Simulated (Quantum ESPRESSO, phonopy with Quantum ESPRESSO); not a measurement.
## KCl (Fm-3m): a volume series of phonon spectra

Wanted: mode Grüneisen parameters of KCl and a free-energy fit over volumes.

Measurements to reproduce:
- volume expansion coefficient 111.3 1e-6/K and heat capacity C_P per formula unit 51.7 J/mol/K near room temperature (given in “High-Throughput Prediction of Finite-Temperature Properties using the Quasi-Harmonic Approximation”, 2016, arXiv:1603.06924)
- volume expansion coefficient 114.9 1e-6/K near room temperature (given in “Descriptors for thermal expansion in solids”, 2017, arXiv:1701.03966)

Calculated with Quantum ESPRESSO 7.5; DFT LDA, scalar-relativistic, plane waves, PseudoDojo norm-conserving pseudopotentials.

Report form: the programs' logs are mostly left out.

## (1) The structure

The structure is cubic, space group Fm-3m (No. 225). The conventional cell has a = 6.293 Å, b = 6.293 Å, c = 6.293 Å, α = 90.00°, β = 90.00°, γ = 90.00°. K has 6 Cl at 3.15 Å nearest. Nearest to Cl lie 6 K at 3.15 Å. Farther neighbours and most contacts between anions are not listed.

## (2) A first coarse run

Before spending time, one coarse run tells the gap and the pressure of the starting cell.

The input, probe.in:

```
&CONTROL
  calculation = 'scf'
  prefix      = 'x'
  outdir      = './tmp'
  pseudo_dir  = './pseudo'
  tprnfor     = .true.
  tstress     = .true.
  verbosity   = 'high'
/
&SYSTEM
  ibrav       = 0
  nat         = 2
  ntyp        = 2
  ecutwfc     = 72.0
  occupations = 'smearing'
  smearing    = 'gaussian'
  degauss     = 0.01
/
&ELECTRONS
  conv_thr         = 1.0d-07
  mixing_beta      = 0.7
  electron_maxstep = 100
/
ATOMIC_SPECIES
 K      39.0983  K.upf
 Cl     35.4500  Cl.upf
CELL_PARAMETERS angstrom
     0.000000000    3.146470000    3.146470000
     3.146470000    0.000000000    3.146470000
     3.146470000    3.146470000    0.000000000
ATOMIC_POSITIONS crystal
 K      0.000000000   0.000000000   0.000000000
 Cl     0.500000000   0.500000000   0.500000000
K_POINTS automatic
 6 6 6 0 0 0
```

Run with:

```console
> OMP_NUM_THREADS=1 mpirun -n 4 pw.x -nk 4 -in probe.in > probe.out
```

It took 2.9 s on 4 MPI ranks of Intel Xeon 6975P-C (Granite Rapids), shared host.

Numbers from this step:

```yaml
volume_per_atom: 31.15 Å³
pressure: -1.975 GPa
gap_on_the_k_mesh: 4.744 eV
```

The start is under -2.0 GPa at this level and looks like an insulator or semiconductor on this mesh.

## (3) Finding the static equilibrium

Phonons are second derivatives about a minimum, so cell and atoms are relaxed first, inside the symmetry of the start.

The input, relax.in:

```
&CONTROL
  calculation   = 'vc-relax'
  prefix        = 'x'
  outdir        = './tmp'
  pseudo_dir    = './pseudo'
  tprnfor       = .true.
  tstress       = .true.
  forc_conv_thr = 2.0d-05
  etot_conv_thr = 1.0d-07
  nstep         = 40
/
&SYSTEM
  ibrav       = 0
  nat         = 2
  ntyp        = 2
  ecutwfc     = 72.0
  occupations = 'fixed'
  nbnd        = 10
/
&ELECTRONS
  conv_thr         = 1.0d-11
  mixing_beta      = 0.7
  electron_maxstep = 100
/
&IONS
/
&CELL
  press_conv_thr = 0.1
/
ATOMIC_SPECIES
 K      39.0983  K.upf
 Cl     35.4500  Cl.upf
CELL_PARAMETERS angstrom
     0.000000000    3.146470000    3.146470000
     3.146470000    0.000000000    3.146470000
     3.146470000    3.146470000    0.000000000
ATOMIC_POSITIONS crystal
 K      0.000000000   0.000000000   0.000000000
 Cl     0.500000000   0.500000000   0.500000000
K_POINTS automatic
 6 6 6 0 0 0
```

Run with:

```console
> OMP_NUM_THREADS=1 mpirun -n 4 pw.x -nk 4 -in relax.in > relax.out
```

It took 15 s on 4 MPI ranks; 61 s of CPU time.

Step by step:

| step | energy less that of the first step (eV) | largest force (eV/Å) | volume (Å³) |
| --- | --- | --- | --- |
| 1 | 0.0000 | 0.0000 | 62.30 |
| 2 | -0.0074 | 0.0000 | 61.68 |
| 3 | -0.0174 | 0.0000 | 60.75 |
| 4 | -0.0295 | 0.0000 | 59.37 |
| 5 | -0.0407 | 0.0000 | 57.34 |
| 6 | -0.0428 | 0.0000 | 55.89 |
| 7 | -0.0428 | 0.0000 | 56.06 |
| 8 | -0.0428 | 0.0000 | 56.05 |
| 9 | -0.0427 | 0.0000 | 56.05 |

| conventional cell, symmetrised | before | after | change |
| --- | --- | --- | --- |
| a (Å) | 6.293 | 6.075 | -3.5 % |
| b (Å) | 6.293 | 6.075 | -3.5 % |
| c (Å) | 6.293 | 6.075 | -3.5 % |
| volume (Å³/atom) | 31.15 | 28.02 | -10.0 % |

The relaxed structure:

```
K Cl
1.0
     0.00000    3.03748    3.03748
     3.03748    0.00000    3.03748
     3.03748    3.03748    0.00000
K Cl
1 1
Direct
  0.00000 0.00000 0.00000
  0.50000 0.50000 0.50000
```

Numbers from this step:

| Quantity | Value |
| --- | --- |
| volume per atom | 28.02 Å³ |
| pressure | -0.005 GPa |
| gap on the k-mesh | 5.116 eV |

After the last step pw.x solved the final cell once more on a basis chosen for it, which moves the energy without moving the atoms.

## (4) Self-consistent run

A tight ground state at this cell gives the energy of this member; its pressure is the stress at this cutoff, which can carry an offset from the finite basis.

The input, scf.in:

```
&CONTROL
  calculation = 'scf'
  prefix      = 'x'
  outdir      = './tmp'
  pseudo_dir  = './pseudo'
  tprnfor     = .true.
  tstress     = .true.
/
&SYSTEM
  ibrav       = 0
  nat         = 2
  ntyp        = 2
  ecutwfc     = 72.0
  occupations = 'fixed'
  nbnd        = 10
/
&ELECTRONS
  conv_thr         = 1.0d-12
  mixing_beta      = 0.7
  electron_maxstep = 100
/
ATOMIC_SPECIES
 K      39.0983  K.upf
 Cl     35.4500  Cl.upf
CELL_PARAMETERS angstrom
     0.000000000    3.037482047    3.037482047
     3.037482047    0.000000000    3.037482047
     3.037482047    3.037482047    0.000000000
ATOMIC_POSITIONS crystal
 K      0.000000000   0.000000000   0.000000000
 Cl     0.500000000   0.500000000   0.500000000
K_POINTS automatic
 6 6 6 0 0 0
```

Run with:

```console
> OMP_NUM_THREADS=1 mpirun -n 4 pw.x -nk 4 -in scf.in > scf.out
```

It took 3 s on 4 MPI ranks.

On a basis chosen for the relaxed cell the pressure is -0.005 GPa, small enough for phonons.

## (5) Zone-centre response

In a polar crystal the Born charges and ε∞ give the long-range dipole term that a finite supercell misses. They are those of this k-mesh and were not tested on a denser one; where the gap is small they converge slowly, and the LO modes with them.

The input, ph.in:

```
phonons
&INPUTPH
  prefix = 'x'
  outdir = './tmp'
  fildyn = 'x.dyn'
  tr2_ph = 1.0d-18
  epsil  = .true.
/
0.000000000 0.000000000 0.000000000
```

scf.in is that of step 4.

Run with:

```console
> OMP_NUM_THREADS=1 mpirun -n 4 ph.x -nk 4 -in ph.in > ph.out
```

Run time: 38 s. Hardware: 4 MPI ranks; 2.5 min of CPU time.

This step gave:

* Γ frequencies: -1.04, -1.04, -1.04, 161.6, 161.6, 161.6 cm⁻¹ (negative: imaginary)
* Γ symmetry: T_1u G_15 G_4- I, T_1u G_15 G_4- I, T_1u G_15 G_4- I, T_1u G_15 G_4- I, T_1u G_15 G_4- I, T_1u G_15 G_4- I

ε∞:

```
2.51 0.00 0.00
0.00 2.51 0.00
0.00 0.00 2.51
```

Born charge (rows field, columns displacement), before the sum rule (e), principal values of the symmetric part by kind of site:

| atom | atoms with these values | low | middle | high | mean |
| --- | --- | --- | --- | --- | --- |
| K1 | 1 | 1.11 | 1.11 | 1.11 | 1.11 |
| Cl2 | 1 | -1.11 | -1.11 | -1.11 | -1.11 |

In full for K1:

```
1.11 0.00 0.00
0.00 1.11 0.00
0.00 0.00 1.11
```

The Born charges sum to zero within 0.0015 e; the rest is removed before use. Acoustic frequencies in this log differ from zero by the error of the sum rule, which ph.x does not impose.

## (6) A displaced supercell

One atom (for the harmonic constants) or a pair of atoms (for the cubic ones) is moved by a few hundredths of an ångström; the forces on all atoms give a column of force constants. The threshold is tight because the forces are small.

System of this step: KCl. The structure is orthorhombic, space group Imm2 (No. 44). Conventional cell: a = 8.591 Å, b = 12.150 Å, c = 8.591 Å, α = 90.00°, β = 90.00°, γ = 90.00°. K has 6 Cl at 3.04 Å nearest. Nearest to K lie 6 Cl at 3.04 Å. Nearest to K lie 6 Cl at 3.04 to 3.05 Å. Nearest to K lie 6 Cl at 3.02 to 3.04 Å. Nearest to Cl lie 6 K at 3.02 to 3.05 Å. Cl has 6 K at 3.04 Å nearest. Farther neighbours and most contacts between anions are not listed.

The input, disp-00002.in:

```
&CONTROL
  calculation = 'scf'
  prefix      = 'x'
  outdir      = './tmp'
  pseudo_dir  = './pseudo'
  tprnfor     = .true.
  disk_io     = 'none'
/
&SYSTEM
  ibrav       = 0
  nat         = 16
  ntyp        = 2
  ecutwfc     = 72.0
  occupations = 'fixed'
  nbnd        = 66
/
&ELECTRONS
  conv_thr         = 1.0d-11
  mixing_beta      = 0.7
  electron_maxstep = 100
/
ATOMIC_SPECIES
 K      39.0983  K.upf
 Cl     35.4500  Cl.upf
CELL_PARAMETERS angstrom
     0.000000000    6.074964094    6.074964094
     6.074964094    0.000000000    6.074964094
     6.074964094    6.074964094    0.000000000
ATOMIC_POSITIONS crystal
 K      0.000000000   0.000000000   0.000000000
 K      0.500000000   0.000000000   0.000000000
 K      0.000000000   0.500000000   0.000000000
 K      0.500000000   0.500000000   0.000000000
 K      0.000000000   0.000000000   0.500000000
 K      0.500000000   0.000000000   0.500000000
 K      0.000000000   0.500000000   0.500000000
 K      0.500000000   0.500000000   0.500000000
 Cl     0.252327937   0.250000000   0.250000000
 Cl     0.750000000   0.250000000   0.250000000
 Cl     0.250000000   0.750000000   0.250000000
 Cl     0.750000000   0.750000000   0.250000000
 Cl     0.250000000   0.250000000   0.750000000
 Cl     0.750000000   0.250000000   0.750000000
 Cl     0.250000000   0.750000000   0.750000000
 Cl     0.750000000   0.750000000   0.750000000
K_POINTS automatic
 3 3 3 0 0 0
```

Run with:

```console
> OMP_NUM_THREADS=1 mpirun -n 2 pw.x -nk 2 -in disp-00002.in > disp-00002.out
```

Elapsed: 2.8 min, on 2 MPI ranks.

At this level the gap is 5.12 eV on the k-mesh of the self-consistent run, which can miss the band edges.

## (7) A displaced supercell

disp-00001.in, as its differences from disp-00002.in of step 6:

```diff
@@ -29,3 +29,3 @@
 ATOMIC_POSITIONS crystal
- K      0.000000000   0.000000000   0.000000000
+ K      0.002327937   0.000000000   0.000000000
  K      0.500000000   0.000000000   0.000000000
@@ -37,3 +37,3 @@
  K      0.500000000   0.500000000   0.500000000
- Cl     0.252327937   0.250000000   0.250000000
+ Cl     0.250000000   0.250000000   0.250000000
  Cl     0.750000000   0.250000000   0.250000000
```

Run with:

```console
> OMP_NUM_THREADS=1 mpirun -n 2 pw.x -nk 2 -in disp-00001.in > disp-00001.out
```

Elapsed: 2.9 min, on 2 MPI ranks; 5.8 min of CPU time.

## (8) Lattice dynamics at this volume, V/V0 1

This step: DFT LDA, scalar-relativistic, plane waves, PseudoDojo norm-conserving pseudopotentials (phonopy with Quantum ESPRESSO 4.10.0 / 7.5).

The job ended after 2.9 min (4 threads).

Numbers from this step:

| Property | Result |
| --- | --- |
| point group | m-3m |
| highest frequency | 221.9 cm⁻¹ |
| Debye temperature from the second moment | 248 K |
| lowest frequency on the path | 0 cm⁻¹ |
| zero-point energy | 0.04724 eV/cell |
| Γ frequencies | 0, 0, 0, 161.6, 161.6, 161.6 cm⁻¹ (negative: imaginary) |

Phonopy, LO-TO term from ph.x's tensors. The phonon branches at the labelled points (cm⁻¹):

| point | branch 1 | branch 2 | branch 3 | branch 4 | branch 5 | branch 6 |
| --- | --- | --- | --- | --- | --- | --- |
| Γ | 0 | 0 | 0 | 162 | 162 | 222 |
| halfway | 46 | 46 | 124 | 165 | 165 | 175 |
| X | 57 | 57 | 105 | 166 | 166 | 171 |
| halfway | 63 | 72 | 102 | 163 | 165 | 171 |
| U | 78 | 94 | 104 | 154 | 162 | 171 |
| jump to K | 78 | 94 | 104 | 154 | 162 | 171 |
| halfway | 55 | 94 | 111 | 136 | 167 | 191 |
| Γ | 0 | 0 | 0 | 162 | 162 | 222 |
| halfway | 69 | 69 | 91 | 151 | 151 | 207 |
| L | 116 | 116 | 126 | 126 | 158 | 167 |
| halfway | 97 | 97 | 134 | 135 | 161 | 165 |
| W | 84 | 84 | 127 | 130 | 170 | 170 |
| halfway | 66 | 85 | 99 | 157 | 168 | 171 |
| X | 57 | 57 | 105 | 166 | 166 | 171 |

Harmonic. Thermo, by row:

| T (K) | F_vib (meV/atom) | S (J/mol-atom/K) | C_V (J/mol-atom/K) |
| --- | --- | --- | --- |
| 0 | 23.62 | 0 | 0 |
| 50 | 22.9 | 4.773 | 9.866 |
| 100 | 17.77 | 14.89 | 18.8 |
| 150 | 7.81 | 23.2 | 21.87 |
| 200 | -5.96 | 29.69 | 23.14 |
| 250 | -22.74 | 34.92 | 23.76 |
| 300 | -42.01 | 39.29 | 24.11 |
| 350 | -63.36 | 43.02 | 24.33 |
| 400 | -86.51 | 46.28 | 24.47 |
| 450 | -111.3 | 49.17 | 24.57 |
| 500 | -137.4 | 51.76 | 24.64 |
| 550 | -164.9 | 54.11 | 24.69 |
| 600 | -193.5 | 56.26 | 24.73 |
| 650 | -223.2 | 58.24 | 24.76 |
| 700 | -253.8 | 60.08 | 24.78 |
| 750 | -285.4 | 61.79 | 24.8 |
| 800 | -317.8 | 63.39 | 24.82 |
| 850 | -351.1 | 64.89 | 24.83 |
| 900 | -385.1 | 66.31 | 24.84 |
| 950 | -419.8 | 67.66 | 24.85 |
| 1000 | -455.2 | 68.93 | 24.86 |

The modes has structure finer than the step of the table below, so its rows give means over 5 cm⁻¹, whole bins alone (the curve runs from -10 to 238 cm⁻¹). Peaks (cm⁻¹: height): Cl 85.0: 0.0211, 94.4: 0.0221, 125.6: 0.0291, 167.6: 0.0580; K 85.0: 0.0239, 94.4: 0.0267, 103.7: 0.0282, 167.6: 0.0657.

Phonopy on the run's constants, 17x17x17 mesh, Gaussian sigma 2.0 cm⁻¹. The modes by wavenumber; means over each step; values in 1/cm⁻¹/cell:

| wavenumber (cm⁻¹) | Cl | K |
| --- | --- | --- |
| -5 | 6.7e-6 | 6.7e-6 |
| 0 | 4.2e-5 | 4.8e-5 |
| 5 | 8.4e-6 | 8.4e-6 |
| 10 | 9.8e-5 | 1.0e-4 |
| 15 | 3.8e-4 | 4.2e-4 |
| 20 | 4.7e-4 | 5.2e-4 |
| 25 | 0.00105 | 0.00115 |
| 30 | 0.00129 | 0.00142 |
| 35 | 0.00201 | 0.00221 |
| 40 | 0.00274 | 0.00300 |
| 45 | 0.00416 | 0.00455 |
| 50 | 0.00557 | 0.00607 |
| 55 | 0.00919 | 0.00993 |
| 60 | 0.0131 | 0.0141 |
| 65 | 0.0139 | 0.0151 |
| 70 | 0.0148 | 0.0162 |
| 75 | 0.0163 | 0.0180 |
| 80 | 0.0155 | 0.0172 |
| 85 | 0.0190 | 0.0215 |
| 90 | 0.0157 | 0.0184 |
| 95 | 0.0195 | 0.0236 |
| 100 | 0.0168 | 0.0222 |
| 105 | 0.0175 | 0.0248 |
| 110 | 0.0125 | 0.0233 |
| 115 | 0.0148 | 0.0196 |
| 120 | 0.0157 | 0.0114 |
| 125 | 0.0263 | 0.0159 |
| 130 | 0.0216 | 0.0165 |
| 135 | 0.0244 | 0.0173 |
| 140 | 0.0243 | 0.0169 |
| 145 | 0.0281 | 0.0191 |
| 150 | 0.0288 | 0.0225 |
| 155 | 0.0332 | 0.0273 |
| 160 | 0.0413 | 0.0367 |
| 165 | 0.0526 | 0.0558 |
| 170 | 0.0451 | 0.0509 |
| 175 | 0.0121 | 0.0143 |
| 180 | 0.00597 | 0.00706 |
| 185 | 0.00525 | 0.00585 |
| 190 | 0.00410 | 0.00437 |
| 195 | 0.00409 | 0.00422 |
| 200 | 0.00316 | 0.00315 |
| 205 | 0.00280 | 0.00273 |
| 210 | 0.00230 | 0.00219 |
| 215 | 0.00169 | 0.00157 |
| 220 | 7.6e-4 | 7.0e-4 |
| 225 | 7.0e-5 | 6.5e-5 |
| 230 | 0 | 0 |

No LO-TO term. Modes at Γ, with each element's share of the kinetic energy:

| mode | frequency (cm⁻¹) | symmetry | K % | Cl % |
| --- | --- | --- | --- | --- |
| 1 | 0.0 | T1u | 52 | 48 |
| 2 | 0.0 | T1u | 52 | 48 |
| 3 | 0.0 | T1u | 52 | 48 |
| 4 | 161.6 | T1u | 48 | 52 |
| 5 | 161.6 | T1u | 48 | 52 |
| 6 | 161.6 | T1u | 48 | 52 |

Displacements in mode 6 (161.6 cm⁻¹), the largest set to 1:
```
K1   0.00  0.00 -0.91
Cl2  0.00  0.00  1.00
```

No mode is imaginary beyond numerical noise along the path.

The time given is that of the 2 pw.x runs on displaced cells behind this step.

The supercell is 7.0 Å across at its narrowest and was not tested against a larger one: only its own wavevectors are exact, and acoustic branches between them, with the entropy at low temperature, can be off.

## (9) Self-consistent run, V/V0 1.015

This step: DFT LDA, scalar-relativistic, plane waves, PseudoDojo norm-conserving pseudopotentials (Quantum ESPRESSO 7.5).

System of this step: KCl. The structure is cubic, space group Fm-3m (No. 225). The conventional cell has a = 6.105 Å, b = 6.105 Å, c = 6.105 Å, α = 90.00°, β = 90.00°, γ = 90.00°. Nearest to K lie 6 Cl at 3.05 Å. Nearest to Cl lie 6 K at 3.05 Å. Farther neighbours and most contacts between anions are not listed.

scf.in, as its differences from that of step 5:

```diff
@@ -25,5 +25,5 @@
 CELL_PARAMETERS angstrom
-     0.000000000    3.037482047    3.037482047
-     3.037482047    0.000000000    3.037482047
-     3.037482047    3.037482047    0.000000000
+     0.000000000    3.052594147    3.052594147
+     3.052594147    0.000000000    3.052594147
+     3.052594147    3.052594147    0.000000000
 ATOMIC_POSITIONS crystal
```

Run with:

```console
> OMP_NUM_THREADS=1 mpirun -n 4 pw.x -nk 4 -in scf.in > scf.out
```

It took 3.1 s on 4 MPI ranks.

At this level the gap is 5.06 eV on the k-mesh of the self-consistent run, which can miss the band edges.

## (10) Zone-centre response

ph.in is that of step 5.

scf.in is that of step 9.

Run with:

```console
> OMP_NUM_THREADS=1 mpirun -n 4 ph.x -nk 4 -in ph.in > ph.out
```

Wall time 42 s (4 MPI ranks).

ε∞:

```
2.50 0.00 0.00
0.00 2.50 0.00
0.00 0.00 2.50
```

The Born charges sum to zero within 0.0015 e; the rest is removed before use. Acoustic frequencies in this log differ from zero by the error of the sum rule, which ph.x does not impose.

## (11) Forces on a displaced cell

System of this step: KCl. It takes space group Imm2 (No. 44, orthorhombic). The conventional cell has a = 8.634 Å, b = 12.210 Å, c = 8.634 Å, α = 90.00°, β = 90.00°, γ = 90.00°. K has 6 Cl at 3.04 to 3.07 Å nearest. K has 6 Cl at 3.05 Å nearest. Nearest to K lie 6 Cl at 3.05 Å. Cl has 6 K at 3.05 Å nearest. Farther neighbours and most contacts between anions are not listed.

disp-00001.in, as its differences from that of step 7:

```diff
@@ -25,7 +25,7 @@
 CELL_PARAMETERS angstrom
-     0.000000000    6.074964094    6.074964094
-     6.074964094    0.000000000    6.074964094
-     6.074964094    6.074964094    0.000000000
+     0.000000000    6.105188293    6.105188293
+     6.105188293    0.000000000    6.105188293
+     6.105188293    6.105188293    0.000000000
 ATOMIC_POSITIONS crystal
- K      0.002327937   0.000000000   0.000000000
+ K      0.002316413   0.000000000   0.000000000
  K      0.500000000   0.000000000   0.000000000
```

Run with:

```console
> OMP_NUM_THREADS=1 mpirun -n 2 pw.x -nk 2 -in disp-00001.in > disp-00001.out
```

It took 2.8 min on 2 MPI ranks; 5.6 min of CPU time.

## (12) Lattice dynamics at this volume, V/V0 1.015

This step: DFT LDA, scalar-relativistic, plane waves, PseudoDojo norm-conserving pseudopotentials (phonopy with Quantum ESPRESSO 4.10.0 / 7.5).

The job ended after 2.9 min (4 threads).

Phonopy, LO-TO term from ph.x's tensors. The phonon branches at the labelled points (cm⁻¹):

| point | branch 1 | branch 2 | branch 3 | branch 4 | branch 5 | branch 6 |
| --- | --- | --- | --- | --- | --- | --- |
| Γ | 0 | 0 | 0 | 156 | 156 | 218 |
| halfway | 46 | 46 | 119 | 160 | 160 | 173 |
| X | 58 | 58 | 106 | 160 | 160 | 165 |
| halfway | 63 | 72 | 103 | 157 | 159 | 165 |
| U | 78 | 95 | 103 | 149 | 156 | 165 |
| jump to K | 78 | 95 | 103 | 149 | 156 | 165 |
| halfway | 56 | 90 | 108 | 132 | 161 | 188 |
| Γ | 0 | 0 | 0 | 156 | 156 | 218 |
| halfway | 67 | 67 | 89 | 146 | 146 | 203 |
| L | 112 | 112 | 121 | 121 | 155 | 164 |
| halfway | 95 | 96 | 131 | 131 | 156 | 160 |
| W | 85 | 85 | 123 | 126 | 164 | 164 |
| halfway | 67 | 84 | 100 | 151 | 161 | 165 |
| X | 58 | 58 | 106 | 160 | 160 | 165 |

No mode is imaginary beyond numerical noise along the path. The highest zone-centre mode (no LO–TO term) moved by -3.4 % for a volume change of +1.5 %.

The time given is that of the 2 pw.x runs on displaced cells behind this step.

## (13) Self-consistent run, V/V0 0.985

This step: DFT LDA, scalar-relativistic, plane waves, PseudoDojo norm-conserving pseudopotentials (Quantum ESPRESSO 7.5).

System of this step: KCl. It takes space group Fm-3m (No. 225, cubic). The conventional cell has a = 6.044 Å, b = 6.044 Å, c = 6.044 Å, α = 90.00°, β = 90.00°, γ = 90.00°. Nearest to K lie 6 Cl at 3.02 Å. Nearest to Cl lie 6 K at 3.02 Å. Farther neighbours and most contacts between anions are not listed.

scf.in, as its differences from that of step 10:

```diff
@@ -25,5 +25,5 @@
 CELL_PARAMETERS angstrom
-     0.000000000    3.052594147    3.052594147
-     3.052594147    0.000000000    3.052594147
-     3.052594147    3.052594147    0.000000000
+     0.000000000    3.022218061    3.022218061
+     3.022218061    0.000000000    3.022218061
+     3.022218061    3.022218061    0.000000000
 ATOMIC_POSITIONS crystal
```

Run with:

```console
> OMP_NUM_THREADS=1 mpirun -n 4 pw.x -nk 4 -in scf.in > scf.out
```

The job ended after 3.1 s (4 MPI ranks; 12 s of CPU time).

The run ends at a pressure of 0.38 GPa.

## (14) Zone-centre response

ph.in is that of step 10.

scf.in is that of step 13.

Run with:

```console
> OMP_NUM_THREADS=1 mpirun -n 4 ph.x -nk 4 -in ph.in > ph.out
```

Wall time 37 s (4 MPI ranks).

ε∞:

```
2.53 0.00 0.00
0.00 2.53 0.00
0.00 0.00 2.53
```

The Born charges sum to zero within 0.0015 e; the rest is removed before use. Acoustic frequencies in this log differ from zero by the error of the sum rule, which ph.x does not impose.

[end of part 1 of 3]

[Logs are printed without paths, hosts, clocks, repeated set-up lines and the standing remarks that a program may print on its own settings, such as how far it seeks lower states.]

[Hosts, paths, dates, database ids (printed as entryN), source tags and the programs' standing remarks are cut or masked in the printed files.]

[A step with changed settings may run another functional than the one named; its input shows which.]

[Of the runs on displaced cells, only some may be shown.]
